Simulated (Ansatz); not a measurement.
**Ca2Si (model cell, started as cuprite): a soft mode frozen in**

Aim: this structure of Ca2Si (model cell, started as cuprite) is to be tested for unstable modes, and one is followed downhill.

Program: Ansatz 0.2.0. Level of theory: DFT PBEsol, scalar-relativistic, plane waves, PAW. Results are calculated unless marked as measured.

This is a report of a sequence of runs, with most program output left out.

The structure was built from a prototype and need not be the compound's stable phase.

### Step 1. The structure

The structure is cubic, space group Pn-3m (No. 224). The conventional cell has a = 6.362 Å, b = 6.362 Å, c = 6.362 Å, α = 90.00°, β = 90.00°, γ = 90.00°. Nearest to Si lie 4 Ca at 2.75 Å. Ca has 2 Si at 2.75 Å nearest. Farther neighbours are not listed.

### Step 2. Linear response at the zone centre

The cell comes from relaxations at this level that are not shown. The zone centre is the only wavevector solved here; it holds the modes that light can see, as far as symmetry allows. No field response is asked, since the mesh shows no gap.

Input file input.yaml:

```yaml
crystal:
  lattice:
    - [6.3617785281, 0.0, 0.0]
    - [0.0, 6.3617785281, 0.0]
    - [0.0, 0.0, 6.3617785281]
  atoms:
    - { symbol: Si, position: [0.0, 0.0, 0.0] }
    - { symbol: Si, position: [0.5, 0.5, 0.5] }
    - { symbol: Ca, position: [0.25, 0.25, 0.25] }
    - { symbol: Ca, position: [0.75, 0.75, 0.25] }
    - { symbol: Ca, position: [0.75, 0.25, 0.75] }
    - { symbol: Ca, position: [0.25, 0.75, 0.75] }
kpoints:
  mp_grid: { grid: [6, 6, 6] }
hamiltonian:
  xc: pbesol
scf:
  occupations: { method: methfessel_paxton, width: 0.15 }
output:
  eigenvalues: true
phonons:
  method: dfpt
```

On the command line:

```sh
$ ansatz run input.yaml --threads 8 --pin off --max-ram 14336MiB --backend cpu --events-out ev --progress --plain --runs-dir out
```

Run time: 25 s. Hardware: 8 threads of Arm Neoverse V2, shared host; peak memory 2.2 GiB.

Numbers from this step:

```
volume per atom                                         : 42.91 Å³
gap on the k-mesh                                       : 0 eV
sum-rule residual before enforcement                    : 2.24e-5 eV/Å²
point group                                             : m-3m
highest optical mode at the zone centre (no LO-TO term) : 317.9 cm⁻¹
lowest optical zone-centre mode                         : -126.3 cm⁻¹
```

Patterns of degenerate modes are one choice out of their space. Modes at Γ, with each element's share of the kinetic energy (negative means imaginary):

```
mode  frequency (cm⁻¹)  symmetry  Si %  Ca %
   1            -126.3       T1u    31    69
   2            -126.3       T1u    31    69
   3            -126.3       T1u    31    69
   4               0.0  acoustic    26    74
   5               0.0  acoustic    26    74
   6               0.0  acoustic    26    74
   7              48.1       T2u     0   100
   8              48.1       T2u     0   100
   9              48.1       T2u     0   100
  10              83.5        Eu     0   100
  11              83.5        Eu     0   100
  12             228.6       T2g   100     0
  13             228.6       T2g   100     0
  14             228.6       T2g   100     0
  15             235.2       A2u     0   100
  16             317.9       T1u    43    57
  17             317.9       T1u    43    57
  18             317.9       T1u    43    57
```

Displacements in mode 2 (-126.3 cm⁻¹), the largest set to 1:
```
Si1  0.31  0.15  1.00
Si2  0.31  0.15  1.00
Ca3  0.54  0.69 -0.09
Ca4 -0.59 -0.45 -0.61
Ca5  0.38 -0.79 -0.26
Ca6 -0.76  0.34 -0.44
```

Displacements in mode 16 (317.9 cm⁻¹), the largest set to 1:
```
Si1  1.00  0.00  0.00
Si2  1.00  0.00  0.00
Ca3 -0.35 -0.42 -0.42
Ca4 -0.35 -0.42  0.42
Ca5 -0.35  0.42 -0.42
Ca6 -0.35  0.42  0.42
```

Before it was imposed, the acoustic sum rule was missed by 2.2e-5 eV/Å². Small misses are needed for a sound result but don't prove that mesh and cutoff are converged. The lowest optical mode is imaginary, 126.3i cm⁻¹, so the energy falls along it.

### Step 3. The mode frozen in, largest atomic shift 0 Å

The mode followed lies at Γ with frequency 126.3i cm⁻¹ and is 3-fold degenerate, the softest among the wavevectors solved. At small amplitude the distorted cell has space group no. 102 by a symmetry search on the positions. The undistorted cell that holds it gives the zero of energy on the same k mesh.

Changes to input.yaml since step 2:

```diff
@@ -19,4 +19,4 @@
 output:
+  forces: true
+  stress: true
   eigenvalues: true
-phonons:
-  method: dfpt
```

The job ended after 1.9 s (8 threads; peak memory 0.71 GiB).

This step gave:

* pressure: 0.003315 GPa
* energy from the undistorted cell: 0 meV/atom

The run ends at a pressure of 0.00 GPa.

### Step 4. The mode frozen in, largest atomic shift 0.6 Å

The atoms are moved along the unstable eigenvector, the largest shift by 0.6 Å, with the cell fixed.

input.yaml, the sections that differ from step 3:

```yaml
crystal:
  lattice:
    - [6.3617785281, 0.0, 0.0]
    - [0.0, 6.3617785281, 0.0]
    - [0.0, 0.0, 6.3617785281]
  atoms:
    - { symbol: Si, position: [0.0943132486, 0.0, 0.0] }
    - { symbol: Si, position: [0.5943132486, 0.5, 0.5] }
    - { symbol: Ca, position: [0.2169545937, 0.303524212, 0.303524212] }
    - { symbol: Ca, position: [0.7169545937, 0.803524212, 0.196475788] }
    - { symbol: Ca, position: [0.7169545937, 0.196475788, 0.803524212] }
    - { symbol: Ca, position: [0.2169545937, 0.696475788, 0.696475788] }
# kpoints, hamiltonian, scf, output: as in step 3
```

It took 3.8 s on 8 threads; peak memory 0.71 GiB.

Numbers from this step:

```
pressure                         : -2.769 GPa
energy from the undistorted cell : -131.4 meV/atom
```

The energy, extrapolated to zero smearing, is -131.45 meV/atom against the undistorted cell.

The run ends at a pressure of -2.77 GPa, with forces up to 0.22 eV/Å.

### Step 5. Energy along the mode, all amplitudes (two of the runs are shown above)

An imaginary frequency means negative curvature, so the energy should fall and then rise again as anharmonic terms take over.

This step gave:

| Property | Result |
| --- | --- |
| depth at the lowest point sampled | 131.4 meV/atom |
| largest atomic shift at that point | 0.6 Å |

Table of energy from the parent by largest atomic shift:

```
largest atomic shift (Å)  energy from the parent (meV/atom)
                   0.000                                  0
                   0.040                              -1.43
                   0.080                              -5.59
                   0.140                              -16.1
                   0.220                              -35.9
                   0.320                              -66.0
                   0.450                               -104
                   0.600                               -131
```

Displacement at unit largest shift by atom:

```
atom  x (Å)  y (Å)  z (Å)  size
 Si1   1.00   0.00   0.00  1.00
 Si2   1.00   0.00   0.00  1.00
 Ca3  -0.35   0.57   0.57  0.88
 Ca4  -0.35   0.57  -0.57  0.88
 Ca5  -0.35  -0.57   0.57  0.88
 Ca6  -0.35  -0.57  -0.57  0.88
```

The lowest of the steps tried is the last one, at 0.6 Å, 131 meV/atom below the parent; the bottom of the well need not coincide with a step.

### Step 6. Relaxing from the distorted cell

Starting from the lowest point found, all atoms and the cell are let go, so that strain and other modes of the same symmetry can join in.

Changes to input.yaml since step 4:

```diff
@@ -22 +22,6 @@
   eigenvalues: true
+relax:
+  adjacent_minimum: "off"
+  f_tol: 0.002
+  max_steps: 120
+  cell: { stress_tol: 0.03 }
```

Run time: 44 s. Hardware: 8 threads; peak memory 0.83 GiB.

Step by step:

```
step  energy less that of the first step (eV)  largest force component (eV/Å)  pressure (GPa)  volume (Å³)
   1                                   0.0000                          0.2195           -2.77       257.48
   2                                  -0.5188                          0.4518           -2.12       241.02
   3                                  -1.1123                          0.6809           -1.75       227.70
   4                                  -1.7775                          0.7660           -1.35       216.00
   5                                  -2.4173                          0.3699           -0.73       206.35
   6                                  -2.6385                          0.2207            0.17       203.54
   7                                  -2.6389                          0.2772           -0.18       208.00
   8                                  -2.6669                          0.0127           -0.03       205.91
   9                                  -2.6672                          0.0080            0.01       205.51
  10                                  -2.6673                          0.0001            0.00       205.59
 11*                                  -2.6673                          0.0001            0.00       205.59
```

Relaxation steps marked * repeat the geometry before them on a plane-wave basis chosen anew for their cell, so energy and pressure can jump there.

The run keeps the 8 symmetry operations that it works with, so distortions that break them were not tested.

```
     cell as run  before  after   change
           a (Å)   6.362  4.720  -25.8 %
           b (Å)   6.362  6.600   +3.7 %
           c (Å)   6.362  6.600   +3.7 %
volume (Å³/atom)   42.91  34.27  -20.2 %
```

The atoms that moved most (Å, as changes of fractional coordinates times the final cell):

```
atom      dx      dy      dz  length
 Si2   0.386   0.000   0.000   0.386
 Si1   0.386   0.000   0.000   0.386
 Ca3  -0.193   0.048   0.048   0.205
 Ca6  -0.193  -0.048  -0.048   0.205
 Ca5  -0.193  -0.048   0.048   0.205
 Ca4  -0.193   0.048  -0.048   0.205
```

Final coordinates:

```xyz
6
Lattice="4.7201 0.0000 0.0000 0.0000 6.5997 0.0000 0.0000 0.0000 6.5997" Properties=species:S:1:pos:R:3 pbc="T T T"
Si    0.8311    0.0000    0.0000
Si    3.1911    3.2999    3.2999
Ca    0.8311    2.0516    2.0516
Ca    3.1911    5.3515    1.2483
Ca    3.1911    1.2483    5.3515
Ca    0.8311    4.5481    4.5481
```

Numbers from this step:

```yaml
pressure: 0.002641 GPa
volume_per_atom: 34.27 Å³
gap_on_the_k_mesh: 0.06372 eV
```

The distorted start has space group P4_2nm; the relaxation ends in P4_2/mnm.

### Step 7. The new phase in its own primitive cell

The relaxed structure is symmetrised, reduced to its primitive cell and relaxed tightly, as its phonons need.

Input file input.yaml:

```yaml
crystal:
  lattice:
    - [6.5997150699, 0.0, 0.0]
    - [0.0, 6.5997150699, 0.0]
    - [0.0, 0.0, 4.7201123933]
  atoms:
    - { symbol: Si, position: [0.0, 0.0, 0.0] }
    - { symbol: Si, position: [0.5, 0.5, 0.5] }
    - { symbol: Ca, position: [0.3108618451, 0.3108618451, 0.0] }
    - { symbol: Ca, position: [0.8108618451, 0.1891381549, 0.5] }
    - { symbol: Ca, position: [0.1891381549, 0.8108618451, 0.5] }
    - { symbol: Ca, position: [0.6891381549, 0.6891381549, 0.0] }
kpoints:
  mp_grid: { grid: [6, 6, 8] }
hamiltonian:
  xc: pbesol
scf:
  occupations: { method: methfessel_paxton, width: 0.15 }
output:
  forces: true
  stress: true
  eigenvalues: true
relax:
  adjacent_minimum: "off"
  f_tol: 0.001
  max_steps: 60
  cell: { stress_tol: 0.01 }
```

Run time: 10 s. Hardware: 8 threads; peak memory 0.76 GiB; 77 s of CPU time.

Relaxation path:

```
step  energy less that of the first step (eV)  largest force component (eV/Å)  pressure (GPa)  volume (Å³)
   1                                   0.0000                          0.0033            0.00       205.59
   2                                  -0.0001                          0.0020            0.01       205.59
   3                                  -0.0001                          0.0007            0.00       205.63
  4*                                  -0.0001                          0.0007            0.00       205.63
```

Relaxation steps marked * repeat the geometry before them on a plane-wave basis chosen anew for their cell, so energy and pressure can jump there.

The run keeps the 16 symmetry operations that it works with, so distortions that break them were not tested.

```
conventional cell, symmetrised  before  after  change
                         a (Å)   6.600  6.604  +0.1 %
                         b (Å)   6.600  6.604  +0.1 %
                         c (Å)   4.720  4.715  -0.1 %
              volume (Å³/atom)   34.27  34.27  +0.0 %
```

The relaxed structure:

```cif
data_structure
_symmetry_space_group_name_H-M 'P 1'
_symmetry_Int_Tables_number 1
_cell_length_a 6.6043
_cell_length_b 6.6043
_cell_length_c 4.7145
_cell_angle_alpha 90.000
_cell_angle_beta 90.000
_cell_angle_gamma 90.000
_cell_volume 205.63
loop_
_atom_site_label
_atom_site_type_symbol
_atom_site_fract_x
_atom_site_fract_y
_atom_site_fract_z
_atom_site_occupancy
Si1 Si 0.00000 0.00000 0.00000 1
Si2 Si 0.50000 0.50000 0.50000 1
Ca3 Ca 0.31067 0.31067 0.00000 1
Ca4 Ca 0.81067 0.18933 0.50000 1
Ca5 Ca 0.18933 0.81067 0.50000 1
Ca6 Ca 0.68933 0.68933 0.00000 1
```

Numbers from this step:

```
pressure          : 9.81e-4 GPa
gap on the k-mesh : 0 eV
```

The largest force component left is 0.72 meV/Å and the pressure is 0.001 GPa, within the tolerances set. The cell now holds 34.27 Å³/atom.

### Step 8. Modes of the new phase, k-mesh 6×6×8

A relaxed structure may still be a saddle point, so its zone-centre modes are computed. No field response is asked, since the mesh shows no gap.

Input file input.yaml:

```yaml
crystal:
  lattice:
    - [6.6043353661, 0.0, 0.0]
    - [0.0, 6.6043353661, 0.0]
    - [0.0, 0.0, 4.7145101786]
  atoms:
    - { symbol: Si, position: [0.0, 0.0, 0.0] }
    - { symbol: Si, position: [0.5, 0.5, 0.5] }
    - { symbol: Ca, position: [0.3106691848, 0.3106691848, 0.0] }
    - { symbol: Ca, position: [0.8106691848, 0.1893308152, 0.5] }
    - { symbol: Ca, position: [0.1893308152, 0.8106691848, 0.5] }
    - { symbol: Ca, position: [0.6893308152, 0.6893308152, 0.0] }
kpoints:
  mp_grid: { grid: [6, 6, 8] }
hamiltonian:
  xc: pbesol
scf:
  occupations: { method: methfessel_paxton, width: 0.15 }
output:
  eigenvalues: true
phonons:
  method: dfpt
```

Wall time 39 s (8 threads); peak memory 2.3 GiB.

Numbers from this step:

```yaml
sum_rule_residual_before_enforcement: 2.44e-5 eV/Å²
point_group: 4/mmm
highest_optical_mode_at_the_zone_centre_no_lo_to_term: 267.7 cm⁻¹
lowest_optical_zone_centre_mode: -30.29 cm⁻¹
```

Patterns of degenerate modes are one choice out of their space. The modes at Γ (shares of kinetic energy by element, %) (negative means imaginary):

```
mode  frequency (cm⁻¹)  symmetry  Si %  Ca %
   1             -30.3       B1g     0   100
   2               0.0  acoustic    26    74
   3               0.0  acoustic    26    74
   4               0.0  acoustic    26    74
   5              85.8        Eu    22    78
   6              85.8        Eu    22    78
   7             109.2       B1u    28    72
   8             123.3       A2g     0   100
   9             158.9        Eg     0   100
  10             158.9        Eg     0   100
  11             208.5       A1g     0   100
  12             212.5        Eu    83    17
  13             212.5        Eu    83    17
  14             238.9       B2g     0   100
  15             259.7       B1u    72    28
  16             263.4        Eu    69    31
  17             263.4        Eu    69    31
  18             267.7       A2u    74    26
```

Displacements in mode 1 (-30.3 cm⁻¹), the largest set to 1:
```
Si1  0.00  0.00  0.00
Si2  0.00  0.00  0.00
Ca3  1.00 -1.00  0.00
Ca4  1.00  1.00  0.00
Ca5 -1.00 -1.00  0.00
Ca6 -1.00  1.00  0.00
```

Displacements in mode 16 (263.4 cm⁻¹), the largest set to 1:
```
Si1  1.00  0.95  0.00
Si2  0.30  0.00  0.00
Ca3 -0.39 -0.39  0.00
Ca4 -0.07  0.05  0.00
Ca5 -0.07  0.05  0.00
Ca6 -0.39 -0.39  0.00
```

Before it was imposed, the acoustic sum rule was missed by 2.4e-5 eV/Å². Small misses are needed for a sound result but don't prove that mesh and cutoff are converged. The lowest optical mode is imaginary, 30.3i cm⁻¹, so the energy falls along it.

### Step 9. Summary of results

| Quantity | Value |
| --- | --- |
| unstable mode of the parent | q = (0, 0, 0), 126i cm⁻¹ |
| depth at the lowest point sampled | 131 meV/atom |
| largest atomic shift at that point | 0.6 Å |
| space group reached (within 0.01 Å) | P4_2/mnm |
| energy gained over the parent (first relaxation, on the mesh of the frozen mode) | 576 meV/atom |
| volume per atom, phase reached | 34.3 Å³ |
| lowest optical zone-centre mode, phase reached | -30.3 cm⁻¹ |
| highest optical mode at the zone centre (no LO-TO term), phase reached | 268 cm⁻¹ |

What this shows: Along this mode the structure falls into P4_2/mnm, 576 meV/atom below the parent. At the parent's cell the well is 131.4 meV/atom deep on the steps tried, with its lowest point at a shift of 0.6 Å. That is the last step tried, so the steps alone don't bracket the bottom of the well. Relaxing atoms and cell changes the gain by +444.17 meV/atom against the lowest step (energies at zero smearing). Most of the total comes from this relaxation. The new phase still has an imaginary mode at the zone centre of its cell, so it is a saddle point on the way to a lower structure. Of the 3 patterns followed to their end from this parent, this one ends 101 meV/atom above the lowest, P4/nmm. Each path keeps the symmetry of its pattern, so a lower phase may lie along a pattern not tried. With no gap, or one that is small against the smearing, the frequencies hang on the k mesh and the smearing, most of all near Kohn anomalies. The starting cell was built on a prototype and not taken from a measurement, so the phase need not exist.

[Logs are printed without paths, hosts, clocks, repeated set-up lines and the standing remarks that a program may print on its own settings, such as how far it seeks lower states.]

[Hosts, paths, dates, database ids (printed as entryN), source tags and the programs' standing remarks are cut or masked in the printed files.]
